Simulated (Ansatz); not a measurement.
## Bands, cutoff and cost in G0W0 for K2LiScI6 (double perovskite (elpasolite)) (Fm-3m)

Aim: see how the G0W0 gap of K2LiScI6 (double perovskite (elpasolite)) (Fm-3m) on PBE moves with empty bands and screening cutoff, and what each rung costs.

Main program and level: Ansatz 0.2.0; G0W0 on PBE, plane waves, PAW.

The structure was built from a prototype and need not be the compound's stable phase.

### Step 1. Set-up

Symmetry: Fm-3m, No. 225, cubic system. The conventional cell has a = 11.711 Å, b = 11.711 Å, c = 11.711 Å, α = 90.00°, β = 90.00°, γ = 90.00°. Nearest to K lie 12 I at 4.14 Å. Li has 6 I at 2.97 Å nearest. Nearest to Sc lie 6 I at 2.89 Å. Nearest to I lie 1 Sc at 2.89 Å and 1 Li at 2.97 Å and 4 K at 4.14 Å. It derives from I6K2Li1Sc1. Farther neighbours and most contacts between anions are not listed.

Structure file:

```cif
data_structure
_symmetry_space_group_name_H-M 'P 1'
_symmetry_Int_Tables_number 1
_cell_length_a 8.2808
_cell_length_b 8.2808
_cell_length_c 8.2808
_cell_angle_alpha 60.000
_cell_angle_beta 60.000
_cell_angle_gamma 60.000
_cell_volume 401.51
loop_
_atom_site_label
_atom_site_type_symbol
_atom_site_fract_x
_atom_site_fract_y
_atom_site_fract_z
_atom_site_occupancy
K1 K 0.25000 0.25000 0.25000 1
K2 K 0.75000 0.75000 0.75000 1
Li3 Li 0.00000 0.00000 0.00000 1
Sc4 Sc 0.50000 0.50000 0.50000 1
I5 I 0.25338 0.74662 0.74662 1
I6 I 0.25338 0.74662 0.25338 1
I7 I 0.74662 0.25338 0.74662 1
I8 I 0.74662 0.25338 0.25338 1
I9 I 0.74662 0.74662 0.25338 1
I10 I 0.25338 0.25338 0.74662 1
```

The structure was relaxed with PBE. The structure type comes from a generator and need not be one that this composition takes. The runs that relaxed it are not among those shown. Spin-orbit coupling is left out unless a step names it. The default PAW set here is soft_2. Its files were made with PBE.

### Step 2. 196 empty bands, screening to 36 eV

G0W0 replaces the xc potential by the self-energy, built once from these orbitals. Only a window of levels is corrected, while the sums run over the empty bands that the input names.

File input.yaml:

```yaml
crystal:
  lattice:
    - [0.0, 5.8553772128, 5.8553772128]
    - [5.8553772128, 0.0, 5.8553772128]
    - [5.8553772128, 5.8553772128, 0.0]
  atoms:
    - { symbol: K, position: [0.25, 0.25, 0.25] }
    - { symbol: K, position: [0.75, 0.75, 0.75] }
    - { symbol: Li, position: [0.0, 0.0, 0.0] }
    - { symbol: Sc, position: [0.5, 0.5, 0.5] }
    - { symbol: I, position: [0.2533847642, 0.7466152358, 0.7466152358] }
    - { symbol: I, position: [0.2533847642, 0.7466152358, 0.2533847642] }
    - { symbol: I, position: [0.7466152358, 0.2533847642, 0.7466152358] }
    - { symbol: I, position: [0.7466152358, 0.2533847642, 0.2533847642] }
    - { symbol: I, position: [0.7466152358, 0.7466152358, 0.2533847642] }
    - { symbol: I, position: [0.2533847642, 0.2533847642, 0.7466152358] }
kpoints:
  mp_grid: { grid: [2, 2, 2] }
hamiltonian:
  xc: pbe
scf:
  occupations: { method: fixed }
gw:
  n_empty_bands: 196
  ecut_chi: 36
  qp_bands: [v3, c3]
  qp_kpoints: band_edges
  screening: { model: contour_deformation }
```

Launch:

```console
$ ansatz run input.yaml --threads 8 --pin off --max-ram 17510MiB --backend cpu --events-out ev --progress --plain --runs-dir out
```

Numbers of over 12 decimals in the logs are rounded to 6 here.

Output:

```text
Engine: ansatz 0.2.0, aarch64-unknown-linux-gnu
Pseudopotentials: kind: paw
Pseudopotential: K, paw, valence charge 9, recommended cutoff 420 eV (normal), K.paw.azcp
Pseudopotential: Li, paw, valence charge 3, recommended cutoff 420 eV (normal), Li.paw.azcp
Pseudopotential: Sc, paw, valence charge 11, recommended cutoff 420 eV (normal), Sc.paw.azcp
Pseudopotential: I, paw, valence charge 17, recommended cutoff 420 eV (normal), I.paw.azcp
Functional definition: PBE
  parameter kappa = 0.804
  parameter beta = 0.066725
  exchange = pbe_x(kappa = kappa, mu = beta*pi^2/3)
  correlation = pbe_c(beta = beta)
Crystal: 10 atoms, lattice volume = 401.508 Å³
Basis set: ecut = 420 eV, 7799 PW (Γ)
Bands: 81, of which v1, the nominal top of the filled ones, is band 67 counted from 1 (66 counted from 0)
Symmetry: 48 space group operations
Space group: Fm-3m (ITA 225), of the structure as read, at distance tolerance 7.4e-5 Å
k-points: 3 of 8
Non-local potential: K, projectors of the file, l = 0: 3, l = 1: 2, l = 2: 2
Non-local potential: Li, projectors of the file, l = 0: 3, l = 1: 2, l = 2: 1
Non-local potential: Sc, projectors of the file, l = 0: 3, l = 1: 2, l = 2: 3, l = 3: 1
Non-local potential: I, projectors of the file, l = 0: 2, l = 1: 2, l = 2: 2, l = 3: 2
PAW form: soft (Blöchl's): semilocal exchange-correlation on the pseudo side does not see the compensation charge
PAW one-centre angular grid: K, 110 points (default); XC on 64 Gauss nodes
PAW one-centre angular grid: Li, 110 points (default); XC on 64 Gauss nodes
PAW one-centre angular grid: Sc, 590 points (default); XC on 64 Gauss nodes
PAW one-centre angular grid: I, 590 points (default); XC on 64 Gauss nodes
Initial density: superposition of atomic densities (neutral atoms: chi_scale 0, normalization atom), corrected by the library's trained network
Initial wavefunctions: pseudopotential atomic-orbital guess
Functional: x = pbe(κ = 0.804, μ = 0.219515), c = pbe(β = 0.066725)
SCF iter   1: F=—  HF=-50506.356970 eV  |F-HF|=—  |Δ(HF+E_count)|=         —  Δρ=7.38e-4  dr2=6.26e-3  ethr=1.77e-3  ⟨swp⟩=5.7  Hψ=818  notcnv=0  defer=33
preconditioner: auto → Resta (q_TF=auto, 2.272 Å⁻¹)  ε∞=2.9  [insulator: Δε(μ)=2.043 eV  Ē_g=10.338 eV  n_scr=64 (ndim 8)  ℏωp=14.4 eV  f_vac=0.146  ε∞_Penn≈2.9]
SCF iter   2: F=—  HF=-50506.355243 eV  |F-HF|=—  |Δ(HF+E_count)|=   1.73e-3  Δρ=4.95e-4  dr2=1.87e-3  ethr=4.67e-6  ⟨swp⟩=2.7  Hψ=507  notcnv=0  defer=34
SCF iter   3: F=—  HF=-50506.355150 eV  |F-HF|=—  |Δ(HF+E_count)|=   9.24e-5  Δρ=2.48e-4  dr2=3.88e-4  ethr=1.40e-6  ⟨swp⟩=2.0  Hψ=310  notcnv=0  defer=33
SCF iter   4: F=—  HF=-50506.355351 eV  |F-HF|=—  |Δ(HF+E_count)|=   2.01e-4  Δρ=1.07e-4  dr2=8.78e-5  ethr=2.90e-7  ⟨swp⟩=2.7  Hψ=423  notcnv=0  defer=33
SCF iter   5: F=—  HF=-50506.355380 eV  |F-HF|=—  |Δ(HF+E_count)|=   2.89e-5  Δρ=4.91e-5  dr2=1.59e-5  ethr=6.55e-8  ⟨swp⟩=2.0  Hψ=260  notcnv=0  defer=28
SCF iter   6: F=—  HF=-50506.355384 eV  |F-HF|=—  |Δ(HF+E_count)|=   3.57e-6  Δρ=8.05e-6  dr2=3.38e-7  ethr=1.19e-8  ⟨swp⟩=2.0  Hψ=415  notcnv=0  defer=29
SCF iter   7: F=-50506.355384 eV  HF=-50506.355384 eV  |F-HF|=5.86e-9  |Δ(HF+E_count)|=   7.77e-7  Δρ=3.05e-6  dr2=4.66e-8  ethr=7.46e-11  ⟨swp⟩=16.3  Hψ=1253  notcnv=0
SCF 1 converged in 7 iterations: F = -50506.355384 eV  dr2 = 4.66e-8
  greatest PAW one-centre occupation: 1.000 electrons in one spin orbital (limit 2), on the Li atom at site 2 (counted from 0), in its partial waves of l = 0
NSCF: frozen V_eff on 3 k-points
G₀W₀ screening: q 1/3
[... further progress lines ...]
NSCF: frozen V_eff on 1 k-points
NSCF: frozen V_eff on 1 k-points
SCF converged after 7 iterations
Free energy (F): -50506.355384 eV
Harris-Foulkes:  -50506.355384 eV  (|F-HF|=5.86e-9)
Internal energy: -50506.355384 eV  (E = F + TS)
E sigma→0 (E₀):  -50506.355384 eV
Fermi energy:    3.782114 eV
--- Per-component energies (eV) ---
  E_band       = -2944.196609
  E_kinetic    = 1920.812475
  E_local      = -15880.299457  (includes V_loc(G=0)·N_el)
  E_nonlocal   = -469.607059
  E_hartree    = 7709.906332
  E_xc         = -1153.549826
  E_vxc        = -1243.981859  (∫ρ·V_xc dr)
  E_paw        = -31440.373287  (= ΣΔE_a)
  E_vpaw       = -2690.940441  (= ΣTr[D̂ρ^β])
  E_aug_tail   = -0.000058  (compensation charges beyond the density's cutoff)
  E_ewald      = -11193.244504
  E_smearing   = -0.000000  (= −TS)
  E_closure    = 0.000000  (closes the sum)
  Σ components = -50506.355384   (vs F -50506.355384, Δ=0.00e0)
--- Band table (eV) ---
  k-point 0: bands = [... 63 lower, 3.3873, 3.7821, 3.7821, 3.7821, 5.8245, 5.8245, 5.8245, 7.0768, ... 10 higher]
  k-point 1: bands = [... 63 lower, 3.2856, 3.3919, 3.4116, 3.4116, 5.9016, 6.0055, 6.0055, 6.9382, ... 10 higher]
  k-point 2: bands = [... 63 lower, 2.7372, 3.2183, 3.2183, 3.7621, 5.8253, 6.1926, 6.1926, 6.4586, ... 10 higher]
--- G₀W₀: contour deformation, 6 samples at zero and on the imaginary axis and 1 off it, 8 q-points, 196 empty bands' worth ---
  eigenvalues of the whole cell's RPA ε∞ on this k-mesh (on a slab, of 1 + 4πα/V) = 4.3339, 4.3339, 4.3339; static W/v taken at q = 0 is 0.230739
  bands read: the sum over 263 bands ends inside a degenerate multiplet in 2 slots, whose members it reads at an even weight; the widest, k=1: bands 263 to 264 (counted from 1) at 1/2 each
  gw.qp_kpoints: band_edges: 3 of 3 stored k-points solved, in 1 pass; an edge of the gap read off the rows below is read off those points alone
  `?` marks the rows in doubt; gw_qp.tsv's column doubts and the gw_qp event give each row's grounds
    ik  band        ε_KS         Σx   Σc(E_QP)       V_xc       Z   E_QP_lin       E_QP  E_QP is
     0    65      3.7821   -17.7241     2.4240   -14.8254  0.7665     3.3016     3.3074  root
     0    66      3.7821   -17.7241     2.4240   -14.8254  0.7665     3.3016     3.3074  root
     0    67      3.7821   -17.7241     2.4240   -14.8254  0.7665     3.3016     3.3074  root
     0    68      5.8245    -9.3495    -5.7851   -16.7361  0.7003     7.5461     7.4260  root ?
     0    69      5.8245    -9.3495    -5.7851   -16.7361  0.7003     7.5461     7.4260  root ?
     0    70      5.8245    -9.3495    -5.7851   -16.7361  0.7003     7.5461     7.4260  root ?
     1    65      3.3919   -17.3274     2.4962   -14.2787  0.7609     2.8307     2.8395  root
     1    66      3.4116   -17.4211     2.3793   -14.5464  0.7658     2.9095     2.9162  root
     1    67      3.4116   -17.4211     2.3793   -14.5464  0.7658     2.9095     2.9162  root
     1    68      5.9016    -9.4257    -5.8136   -16.8382  0.6990     7.6225     7.5004  root ?
     1    69      6.0055    -9.7882    -5.9454   -17.3652  0.6928     7.7733     7.6372  root ?
     1    70      6.0055    -9.7882    -5.9454   -17.3652  0.6928     7.7733     7.6372  root ?
     2    65      3.2183   -17.2239     2.4225   -14.2690  0.7623     2.6777     2.6859  root
     2    66      3.2183   -17.2239     2.4225   -14.2690  0.7623     2.6777     2.6859  root
     2    67      3.7621   -17.6610     2.4194   -14.7635  0.7664     3.2780     3.2839  root
     2    68      5.8253    -9.3333    -5.8554   -16.8003  0.6990     7.5601     7.4369  root ?
     2    69      6.1926   -10.3142    -6.1116   -18.0752  0.6842     8.0022     7.8420  root ?
     2    70      6.1926   -10.3142    -6.1116   -18.0752  0.6842     8.0022     7.8420  root ?
```

Run time: 12 s. Hardware: 8 threads of Arm Neoverse V2, shared host; peak memory 1.4 GiB.

Numbers from this step:

```yaml
bands_summed: 263
rpa_eps_infinity_on_this_mesh_eigenvalues: 4.334, 4.334, 4.334
plane_waves_in_the_screening_matrix: 181
q_points_in_the_mesh: 8
g0w0_gap_on_the_mesh: 4.119 eV
k_of_the_valence_top: 0, 0, 0
k_of_the_conduction_bottom: 0, 0, 0
starting_gap_on_the_mesh: 2.042 eV
z_at_the_valence_top: 0.7665
z_at_the_conduction_bottom: 0.7003
least_direct_g0w0_gap_on_the_computed_points: 4.119 eV
```

The gap on the mesh goes from 2.04 eV to 4.12 eV, a correction of +2.08 eV. The program marks an edge row as in doubt. Between the two edge states, bare exchange in place of the xc potential would open the gap by 10.29 eV, and correlation takes back 8.21 eV.

### Step 3. 557 empty bands, screening to 72 eV

Another rung: the empty bands reach about as high as the screening cutoff, so the two stay in balance.

input.yaml, as its differences from that of step 2:

```diff
@@ -23,4 +23,4 @@
 gw:
-  n_empty_bands: 196
-  ecut_chi: 36
+  n_empty_bands: 557
+  ecut_chi: 72
   qp_bands: [v3, c3]
```

Output:

```text
[...]
Crystal: 10 atoms, lattice volume = 401.508 Å³
Basis set: ecut = 420 eV, 7799 PW (Γ)
Bands: 81, of which v1, the nominal top of the filled ones, is band 67 counted from 1 (66 counted from 0)
Symmetry: 48 space group operations
[...]
k-points: 3 of 8
[...]
SCF iter   1: F=—  HF=-50506.356970 eV  |F-HF|=—  |Δ(HF+E_count)|=         —  Δρ=7.38e-4  dr2=6.26e-3  ethr=1.77e-3  ⟨swp⟩=5.7  Hψ=818  notcnv=0  defer=33
[...]
SCF iter   7: F=-50506.355384 eV  HF=-50506.355384 eV  |F-HF|=5.86e-9  |Δ(HF+E_count)|=   7.77e-7  Δρ=3.05e-6  dr2=4.66e-8  ethr=7.46e-11  ⟨swp⟩=16.3  Hψ=1253  notcnv=0
SCF 1 converged in 7 iterations: F = -50506.355384 eV  dr2 = 4.66e-8
[...]
NSCF: frozen V_eff on 3 k-points
G₀W₀ screening: q 1/3
[... further progress lines ...]
[...]
SCF converged after 7 iterations
Free energy (F): -50506.355384 eV
[...]
Internal energy: -50506.355384 eV  (E = F + TS)
E sigma→0 (E₀):  -50506.355384 eV
Fermi energy:    3.782114 eV
[...]
--- Band table (eV) ---
  k-point 0: bands = [... 63 lower, 3.3873, 3.7821, 3.7821, 3.7821, 5.8245, 5.8245, 5.8245, 7.0768, ... 10 higher]
  k-point 1: bands = [... 63 lower, 3.2856, 3.3919, 3.4116, 3.4116, 5.9016, 6.0055, 6.0055, 6.9382, ... 10 higher]
  k-point 2: bands = [... 63 lower, 2.7372, 3.2183, 3.2183, 3.7621, 5.8253, 6.1926, 6.1926, 6.4586, ... 10 higher]
[...]
0    65      3.7821   -17.7241     2.0411   -14.8254  0.7593     2.9032     2.9245  root
     0    66      3.7821   -17.7241     2.0411   -14.8254  0.7593     2.9032     2.9245  root
     0    67      3.7821   -17.7241     2.0411   -14.8254  0.7593     2.9032     2.9245  root
     0    68      5.8245    -9.3495    -6.1378   -16.7361  0.6942     7.1377     7.0732  root
     0    69      5.8245    -9.3495    -6.1378   -16.7361  0.6942     7.1377     7.0732  root
     0    70      5.8245    -9.3495    -6.1378   -16.7361  0.6942     7.1377     7.0732  root
     1    65      3.3919   -17.3274     2.1419   -14.2787  0.7541     2.4585     2.4852  root
     1    66      3.4116   -17.4211     2.0130   -14.5464  0.7587     2.5271     2.5498  root
[...]
2    67      3.7621   -17.6610     2.0386   -14.7635  0.7592     2.8816     2.9031  root
     2    68      5.8253    -9.3333    -6.2080   -16.8003  0.6929     7.1506     7.0843  root
     2    69      6.1926   -10.3142    -6.4743   -18.0752  0.6773     7.5596     7.4793  root
     2    70      6.1926   -10.3142    -6.4743   -18.0752  0.6773     7.5596     7.4793  root
```

Wall time 45 s (8 threads); peak memory 3.5 GiB; 5.2 min of CPU time.

This step gave:

```yaml
bands_summed: 624
rpa_eps_infinity_on_this_mesh_eigenvalues: 4.288, 4.288, 4.288
plane_waves_in_the_screening_matrix: 537
q_points_in_the_mesh: 8
g0w0_gap_on_the_mesh: 4.149 eV
k_of_the_valence_top: 0, 0, 0
k_of_the_conduction_bottom: 0, 0, 0
starting_gap_on_the_mesh: 2.042 eV
z_at_the_valence_top: 0.7593
z_at_the_conduction_bottom: 0.6942
least_direct_g0w0_gap_on_the_computed_points: 4.149 eV
```

Against the run with 2×2×2 mesh, 196 empty bands, screening to 36 eV, the gap moves by +0.03 eV.

### Step 4. 1198 empty bands, screening to 120 eV

input.yaml, as its differences from that of step 3:

```diff
@@ -23,4 +23,4 @@
 gw:
-  n_empty_bands: 557
-  ecut_chi: 72
+  n_empty_bands: 1198
+  ecut_chi: 120.0
   qp_bands: [v3, c3]
```

Output:

```text
[...]
Crystal: 10 atoms, lattice volume = 401.508 Å³
Basis set: ecut = 420 eV, 7799 PW (Γ)
Bands: 81, of which v1, the nominal top of the filled ones, is band 67 counted from 1 (66 counted from 0)
Symmetry: 48 space group operations
[...]
k-points: 3 of 8
[...]
1    66      3.4116   -17.4211     1.7727   -14.5464  0.7565     2.2681     2.3096  root
[...]
2    67      3.7621   -17.6610     1.7906   -14.7635  0.7570     2.6157     2.6551  root
     2    68      5.8253    -9.3333    -6.4051   -16.8003  0.6902     6.9320     6.8872  root
     2    69      6.1926   -10.3142    -6.6915   -18.0752  0.6743     7.3142     7.2621  root
     2    70      6.1926   -10.3142    -6.6915   -18.0752  0.6743     7.3142     7.2621  root
[key lines of the parts left out:]
SCF converged after 7 iterations
Free energy (F): -50506.355384 eV
Fermi energy:    3.782114 eV
```

Wall time 3.7 min (8 threads); peak memory 8.3 GiB.

Numbers from this step:

* bands summed: 1265
* RPA ε∞ on this mesh (eigenvalues): 4.286, 4.286, 4.286
* plane waves in the screening matrix: 1243
* G0W0 gap on the mesh: 4.201 eV
* k of the valence top: 0, 0, 0
* k of the conduction bottom: 0, 0, 0
* starting gap on the mesh: 2.042 eV
* least direct G0W0 gap on the computed points: 4.201 eV

Against the run with 2×2×2 mesh, 557 empty bands, screening to 72 eV, the gap moves by +0.05 eV.

[end of part 1 of 2]

[Paths, hosts, dates, memory and timing lines, banners, echoed tables and standing remarks are left out of the program output.]

[Logs are printed without paths, hosts, clocks, repeated set-up lines and the standing remarks that a program may print on its own settings, such as how far it seeks lower states.]

[Runs of the session that timed out or met a known fault of the program may be left out.]

[Cells called generated may have been cut or substituted from an entry of the Crystallography Open Database or the Materials Project.]

[Hosts, paths, dates, database ids (printed as entryN), source tags and the programs' standing remarks are cut or masked in the printed files.]
